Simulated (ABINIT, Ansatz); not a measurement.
An input for ABINIT 10.8.3 (LiHS (Ama2)):

```
acell 3*1.0 Angstrom
rprim 
  6.156870000000 0.000000000000 0.000000000000
  0.000000000000 2.809205000000 2.757390000000
  0.000000000000 -2.809205000000 2.757390000000
ntypat 3
znucl 3 1 16
natom 6
typat 1 1 2 2 3 3
xred 
  0.500000000000 0.501660000000 0.501660000000
  0.000000000000 0.501660000000 0.501660000000
  0.250000000000 0.133090000000 0.983490000000
  0.750000000000 0.983490000000 0.133090000000
  0.750000000000 0.998760000000 0.475340000000
  0.250000000000 0.475340000000 0.998760000000
pp_dirpath "pseudos"
pseudos "Li.upf, H.upf, S.upf"
ecut 33
ngkpt 2 2 2
nshiftk 1
shiftk 0 0 0
kptopt 1
chksymbreak 0
istwfk *1
occopt 1
irdwfk 1
optdriver 3
nband 73
ecuteps 4.2
inclvkb 2
awtr 1
symchi 1
indata_prefix "in"
outdata_prefix "out"
tmpdata_prefix "tmp"
```

```sh
OMP_NUM_THREADS=1 mpirun -n 4 abinit run.abi > log
```

**Question.** Estimate wall time and host memory on 4 MPI ranks of Arm Neoverse N1, shared host.

It took 16 s; on shared hardware allow 7.9 s to 32 s. Peak host memory was 0.95 GiB.

[Paths, hosts, dates, memory and timing lines, banners, echoed tables and standing remarks are left out of the program output.]

[Logs are printed without paths, hosts, clocks, repeated set-up lines and the standing remarks that a program may print on its own settings, such as how far it seeks lower states.]

[Runs of the session that timed out or met a known fault of the program may be left out.]

[Hosts, paths, dates, database ids (printed as entryN), source tags and the programs' standing remarks are cut or masked in the printed files.]

[G0W0 gaps are taken among the corrected bands and points alone; a level outside them can change the order at an edge.]

[Where Ansatz stands beside ABINIT at settings called matched, ABINIT's density can come from a denser mesh and the files from another edition; pairs whose starting gaps differed by over 0.03 eV were left out, so agreement reads better than it is.]
